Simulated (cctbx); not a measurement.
# A crystallographic session in cctbx: Zn2Cr2S7

Library: cctbx 2025.11. The data are simulated by the first script.

## 1. Simulate the data

run.py:

```python
from cctbx import adptbx, crystal, miller, sgtbx, xray
from cctbx.array_family import flex
from iotbx.shelx import hklf
from scitbx import matrix
import scitbx.random

cs = crystal.symmetry(unit_cell=(11.991, 11.991, 11.991, 90, 90, 90), space_group_symbol='Hall: F 4d 2 3 -1d')  # Fd-3m
atoms = [  # label, site, U (iso, or U11 U22 U33 U12 U13 U23 in A^2), occupancy
    ("Zn1", (0.375, 0.625, 0.375), 0.0131, 1),
    ("Cr1", (0.375, 0.125, 0.375), 0.0157, 1),
    ("S1", (0.25, 0.25, 0.0711), 0.0156, 1),
    ("S2", (0.25, 0.75, 0.25), 0.0172, 1),
]
xs = xray.structure(crystal_symmetry=cs)
for label, site, u, occ in atoms:
    u = adptbx.u_cif_as_u_star(cs.unit_cell(), u) if isinstance(u, tuple) else u
    xs.add_scatterer(xray.scatterer(label, site=site, u=u, occupancy=occ))
xs.set_inelastic_form_factors(1.54184, "sasaki")
xs.show_summary()
p1 = xs.expand_to_p1()
ms = miller.build_set(p1, anomalous_flag=True, d_min=0.83)
flex.set_random_seed(870944)
scitbx.random.set_random_seed(870944)
ms = ms.select(flex.random_double(ms.size()) < 0.8)
i = ms.structure_factors_from_scatterers(p1, algorithm="direct").f_calc().as_intensity_array().data()
i = i / flex.sqrt(1 + 0.3 * i / flex.max(i))  # extinction
i = i * 20000 / flex.max(i)
sig = flex.sqrt(i + flex.pow2(0.06 * i) + 15 ** 2)
noise = scitbx.random.variate(scitbx.random.normal_distribution())(i.size())
data = ms.array(data=i + sig * noise, sigmas=sig).set_observation_type_xray_intensity()
with open("data.hkl", "w") as f:
    data.export_as_shelx_hklf(f)
print("reflections written:", data.size(), " <I/sigma> = %.1f" % flex.mean(data.data() / data.sigmas()))
for h, a, b in list(data.sort("data"))[:12]:
    print("%4d%4d%4d %9.1f %7.1f" % (h + (a, b)))
```

```console
$ python run.py
```

```text
Number of scatterers: 4
At special positions: 4
Unit cell: (11.991, 11.991, 11.991, 90, 90, 90)
Space group: F d -3 m :1 (No. 227)
reflections written: 10081  <I/sigma> = 1.9
   4   4   0   22364.5  1208.4
   0  -4   4   21664.1  1208.4
   0  -4  -4   21592.7  1208.4
   4   0   4   21575.9  1208.4
   4   0  -4   21470.0  1208.4
   0   4   4   20215.7  1208.4
   0   4  -4   20128.5  1208.4
  -4   0  -4   19904.3  1208.4
  -4   0   4   19878.4  1208.4
  -4   4   0   19613.3  1208.4
   2  -2  -2   19452.6  1085.4
  -2   2   2   18945.6  1085.4
```

It took 0.43 s on 1 thread of Arm Neoverse N1 (shared host), peak memory 0.07 GiB.

## 2. Refinement (right model, isotropic)

run.py:

```python
import math
from cctbx import adptbx, crystal, maptbx, sgtbx, xray
from cctbx.array_family import flex
from cctbx.xray import observations
from iotbx.shelx import hklf
from scitbx.lstbx import normal_eqns_solving
from smtbx import absolute_structure, utils
from smtbx.refinement import constraints, least_squares

cs = crystal.symmetry(unit_cell=(11.991, 11.991, 11.991, 90, 90, 90), space_group_symbol='Hall: F 4d 2 3 -1d')  # Fd-3m
atoms = [  # label, site, U (iso, or U11 U22 U33 U12 U13 U23 in A^2), occupancy
    ("Zn1", (0.375, 0.625, 0.375), 0.0200, 1),
    ("Cr1", (0.375, 0.125, 0.375), 0.0200, 1),
    ("S1", (0.25, 0.25, 0.0672), 0.0200, 1),
    ("S2", (0.25, 0.75, 0.25), 0.0200, 1),
]
xs = xray.structure(crystal_symmetry=cs)
for label, site, u, occ in atoms:
    u = adptbx.u_cif_as_u_star(cs.unit_cell(), u) if isinstance(u, tuple) else u
    xs.add_scatterer(xray.scatterer(label, site=site, u=u, occupancy=occ))
xs.set_inelastic_form_factors(1.54184, "sasaki")
raw = hklf.reader(file_name="data.hkl").as_miller_arrays(crystal_symmetry=cs, anomalous=True)[0]
merged = raw.eliminate_sys_absent().merge_equivalents()
fo2 = merged.array().set_observation_type_xray_intensity()
print("Rint %.3f, %d unique reflections to %.2f A" % (merged.r_int(), fo2.size(), fo2.d_min()))
for sc in xs.scatterers():
    sc.flags.set_grad_site(True)
    sc.flags.set_grad_u_aniso(sc.flags.use_u_aniso())
    sc.flags.set_grad_u_iso(sc.flags.use_u_iso())
obs = fo2.as_xray_observations()
extra = {}
rep = constraints.reparametrisation(xs, [], utils.connectivity_table(xs), **extra)
ls = least_squares.crystallographic_ls(obs, rep, weighting_scheme=least_squares.mainstream_shelx_weighting(a=0, b=0))
print("cycle     R1     wR2    GooF  max shift (A)")
for cycle in range(8):
    ls.build_up()
    r1, wr2, goof = ls.r1_factor(cutoff_factor=2)[0], ls.wR2(), ls.goof()
    old = xs.sites_cart()
    normal_eqns_solving.levenberg_marquardt_iterations(ls, n_max_iterations=3, tau=1e-06, step_threshold=1e-7)
    big = flex.max((xs.sites_cart() - old).norms())
    print("%4d %7.4f %7.4f %7.3f %9.5f" % (cycle + 1, r1, wr2, goof, big))
    ls.build_up(objective_only=True)
    if abs(ls.wR2() - wr2) < 5e-5 and big < 5e-4:
        break
ls.build_up()
print("final R1 %.4f wR2 %.4f GooF %.3f  parameters %d  data/parameter %.1f" % (ls.r1_factor(cutoff_factor=2)[0], ls.wR2(), ls.goof(), ls.n_parameters, fo2.size() / ls.n_parameters))
cov = ls.covariance_matrix_and_annotations()
su = dict(zip(cov.annotations, (math.sqrt(max(v, 0)) for v in cov.matrix.matrix_packed_u_diagonal())))
a2 = cs.unit_cell().reciprocal_parameters()[0] ** -2
print("atom        x        y        z      Ueq    occ   su(xyz)  su(Uiso or U11)")
for sc in xs.scatterers():
    s = max(su.get(sc.label + k, 0) for k in (".x", ".y", ".z"))
    npd = "" if sc.is_positive_definite_u(cs.unit_cell()) else "  NPD"
    print("%-5s %8.5f %8.5f %8.5f %8.4f %6.3f %8.5f %7.4f%s" % ((sc.label,) + sc.site + (sc.u_iso_or_equiv(cs.unit_cell()), sc.occupancy, s, su.get(sc.label + ".uiso", su.get(sc.label + ".u11", 0) * a2), npd)))
fo = fo2.f_sq_as_f()
fc = fo.structure_factors_from_scatterers(xs, algorithm="direct").f_calc()
diff = fo.f_obs_minus_f_calc(1 / math.sqrt(ls.scale_factor()), fc).average_bijvoet_mates()
m = diff.fft_map(symmetry_flags=maptbx.use_space_group_symmetry, resolution_factor=0.25).apply_volume_scaling()
print("difference map: max %.2f min %.2f rms %.2f" % (m.statistics().max(), m.statistics().min(), m.statistics().sigma()))
peaks = m.peak_search(parameters=maptbx.peak_search_parameters(min_distance_sym_equiv=0.6, max_clusters=6)).all()
near = xs.closest_distances(peaks.sites(), distance_cutoff=4)
sps = cs.special_position_settings(min_distance_sym_equiv=0.5)
for k, (x, h) in enumerate(zip(peaks.sites(), peaks.heights())):
    ss = sps.site_symmetry(x)
    print("Q%-3d %7.4f %7.4f %7.4f %4d %7.2f  %.2f A from %s" % ((k + 1,) + tuple(t % 1 for t in ss.exact_site()) + (ss.multiplicity(), h, near.smallest_distances[k], xs.scatterers()[near.i_seqs[k]].label)))
```

```console
$ python run.py
```

```text
Rint 0.054, 99 unique reflections to 0.83 A
cycle     R1     wR2    GooF  max shift (A)
   1  0.0783  0.2268  10.934   0.04659
   2  0.0162  0.0290   1.399   0.00000
final R1 0.0162 wR2 0.0290 GooF 1.399  parameters 5  data/parameter 19.8
atom        x        y        z      Ueq    occ   su(xyz)  su(Uiso or U11)
Zn1    0.37500  0.62500  0.37500   0.0127  1.000  0.00000  0.0002
Cr1    0.37500  0.12500  0.37500   0.0156  1.000  0.00000  0.0002
S1     0.25000  0.25000  0.07109   0.0150  1.000  0.00006  0.0002
S2     0.25000  0.75000  0.25000   0.0163  1.000  0.00000  0.0004
difference map: max 0.43 min -0.74 rms 0.11
Q1    0.0690  0.0690  0.9310   32    0.43  1.76 A from S1
Q2    0.0654  0.0654  0.5654   32    0.27  1.24 A from Zn1
Q3    0.0607  0.0607  0.4393   32    0.23  1.26 A from S2
Q4    0.9917  0.0756  0.0756   96    0.21  1.54 A from S1
Q5    0.0670  0.0670  0.0670   32    0.21  1.21 A from Cr1
Q6    0.0857  0.0857  0.8431   96    0.21  1.48 A from S1
```

Time: 0.53 s.

## 3. Refinement (right model, anisotropic)

run.py, as its changes from the last script of this kind:

```diff
@@ -12,4 +12,4 @@
-    ("Zn1", (0.375, 0.625, 0.375), 0.0200, 1),
-    ("Cr1", (0.375, 0.125, 0.375), 0.0200, 1),
-    ("S1", (0.25, 0.25, 0.0672), 0.0200, 1),
-    ("S2", (0.25, 0.75, 0.25), 0.0200, 1),
+    ("Zn1", (0.375, 0.625, 0.375), 0.0127, 1),
+    ("Cr1", (0.375, 0.125, 0.375), 0.0156, 1),
+    ("S1", (0.25, 0.25, 0.07109), 0.0150, 1),
+    ("S2", (0.25, 0.75, 0.25), 0.0163, 1),
@@ -21,0 +22 @@
+xs.convert_to_anisotropic()
```

```console
$ python run.py
```

```text
Rint 0.054, 99 unique reflections to 0.83 A
cycle     R1     wR2    GooF  max shift (A)
   1  0.0163  0.0291   1.432   0.00003
   2  0.0161  0.0289   1.425   0.00000
final R1 0.0161 wR2 0.0289 GooF 1.425  parameters 9  data/parameter 11.0
atom        x        y        z      Ueq    occ   su(xyz)  su(Uiso or U11)
Zn1    0.37500  0.62500  0.37500   0.0126  1.000  0.00000  0.0002
Cr1    0.37500  0.12500  0.37500   0.0156  1.000  0.00000  0.0002
S1     0.25000  0.25000  0.07109   0.0150  1.000  0.00006  0.0003
S2     0.25000  0.75000  0.25000   0.0163  1.000  0.00000  0.0004
difference map: max 0.70 min -0.75 rms 0.13
Q1    0.0646  0.0646  0.9354   32    0.71  1.75 A from S1
Q2    0.0605  0.0605  0.4395   32    0.57  1.26 A from S2
Q3    0.0323  0.0323  0.8394   96    0.34  0.59 A from S1
Q4    0.0363  0.0363  0.5974   96    0.30  1.32 A from S2
Q5    0.0374  0.0374  0.3427   96    0.29  1.99 A from S2
Q6    0.0861  0.0861  0.8435   96    0.26  1.49 A from S1
```

Time: 0.51 s.

## 4. Refinement

run.py, as its changes from the last script of this kind:

```diff
@@ -12 +12 @@
-    ("Zn1", (0.375, 0.625, 0.375), 0.0127, 1),
+    ("Mg1", (0.375, 0.625, 0.375), 0.0127, 1),
@@ -36 +36 @@
-for cycle in range(8):
+for cycle in range(12):
```

```console
$ python run.py
```

```text
Rint 0.054, 99 unique reflections to 0.83 A
cycle     R1     wR2    GooF  max shift (A)
   1  0.4719  0.7416  36.537   0.00000
final R1 0.4719 wR2 0.7416 GooF 36.537  parameters 9  data/parameter 11.0
atom        x        y        z      Ueq    occ   su(xyz)  su(Uiso or U11)
Mg1    0.37500  0.62500  0.37500   0.0127  1.000  0.00000  0.0188
Cr1    0.37500  0.12500  0.37500   0.0156  1.000  0.00000  0.0123
S1     0.25000  0.25000  0.07109   0.0150  1.000  0.00246  0.0103
S2     0.25000  0.75000  0.25000   0.0163  1.000  0.00000  0.0157
difference map: max 65.50 min -6.08 rms 3.59
Q1    0.1250  0.1250  0.6250   16   75.00  0.00 A from Mg1
Q2    0.1250  0.1250  0.1250   16   38.68  0.00 A from Cr1
Q3    0.0000  0.0000  0.1810   48   17.80  0.03 A from S1
Q4    0.0000  0.0000  0.5000    8   14.04  0.00 A from S2
Q5    0.0561  0.0561  0.6500   96    5.08  1.21 A from Mg1
Q6    0.0401  0.1779  0.3221   96    4.71  1.28 A from S1
```

Time: 0.5 s.

This run holds a fault made on purpose: wrong element: Mg1 is Zn.

## 5. Refinement

run.py, as its changes from the last script of this kind:

```diff
@@ -12 +12 @@
-    ("Mg1", (0.375, 0.625, 0.375), 0.0127, 1),
+    ("Zn1", (0.375, 0.625, 0.375), 0.0127, 1),
@@ -14,2 +14 @@
-    ("S1", (0.25, 0.25, 0.07109), 0.0150, 1),
-    ("S2", (0.25, 0.75, 0.25), 0.0163, 1),
+    ("S1", (0.25, 0.75, 0.25), 0.0163, 1),
```

```console
$ python run.py
```

```text
Rint 0.054, 99 unique reflections to 0.83 A
cycle     R1     wR2    GooF  max shift (A)
   1  0.6225  0.9060  43.675   0.00000
   2  0.5454  0.8488  40.918   0.00000
   3  0.5455  0.8482  40.893   0.00000
final R1 0.5455 wR2 0.8482 GooF 40.892  parameters 5  data/parameter 19.8
atom        x        y        z      Ueq    occ   su(xyz)  su(Uiso or U11)
Zn1    0.37500  0.62500  0.37500   0.0466  1.000  0.00000  0.0153
Cr1    0.37500  0.12500  0.37500   0.0327  1.000  0.00000  0.0141
S1     0.25000  0.75000  0.25000  -0.0138  1.000  0.00000  0.0096  NPD
difference map: max 45.09 min -20.54 rms 3.94
Q1    0.1250  0.1250  0.6250   16   47.38  0.00 A from Zn1
Q2    0.1250  0.1250  0.1250   16   46.91  0.00 A from Cr1
Q3    0.0000  0.0000  0.5000    8   45.09  0.00 A from S1
Q4    0.0000  0.0000  0.1763   48   25.79  2.21 A from Cr1
Q5    0.0065  0.1829  0.3171   96   14.85  1.86 A from Zn1
Q6    0.0000  0.0000  0.3169   48    7.51  2.20 A from S1
```

Time: 0.58 s.

This run holds a fault made on purpose: atom left out: S1.

## 6. Refinement

run.py, as its changes from the last script of this kind:

```diff
@@ -14 +14,2 @@
-    ("S1", (0.25, 0.75, 0.25), 0.0163, 1),
+    ("S1", (0.25, 0.25, 0.07109), 0.0150, 1),
+    ("S2", (0.25, 0.75, 0.25), 0.0163, 1),
@@ -20 +21 @@
-xs.set_inelastic_form_factors(1.54184, "sasaki")
+# no anomalous dispersion
```

```console
$ python run.py
```

```text
Rint 0.054, 99 unique reflections to 0.83 A
cycle     R1     wR2    GooF  max shift (A)
   1  0.0704  0.1841   9.072   0.00197
   2  0.0368  0.0741   3.652   0.00000
final R1 0.0368 wR2 0.0741 GooF 3.652  parameters 9  data/parameter 11.0
atom        x        y        z      Ueq    occ   su(xyz)  su(Uiso or U11)
Zn1    0.37500  0.62500  0.37500   0.0183  1.000  0.00000  0.0006
Cr1    0.37500  0.12500  0.37500   0.0152  1.000  0.00000  0.0006
S1     0.25000  0.25000  0.07093   0.0122  1.000  0.00015  0.0007
S2     0.25000  0.75000  0.25000   0.0136  1.000  0.00000  0.0009
difference map: max 0.84 min -1.68 rms 0.23
Q1    0.0000  0.0000  0.5000    8    0.84  0.00 A from S2
Q2    0.0733  0.0733  0.0733   32    0.78  1.07 A from Cr1
Q3    0.0802  0.0802  0.8502   96    0.62  1.40 A from S1
Q4    0.0629  0.0629  0.9371   32    0.60  1.75 A from S1
Q5    0.1036  0.1036  0.3964   32    0.47  2.15 A from S2
Q6    0.0297  0.0297  0.7886   96    0.42  0.64 A from S1
```

Run time: 0.52 s on 1 thread of Arm Neoverse N1 (shared host), peak memory 0.09 GiB.

This run holds a fault made on purpose: anomalous dispersion left out.

[Logs are printed without paths, hosts, clocks, repeated set-up lines and the standing remarks that a program may print on its own settings, such as how far it seeks lower states.]
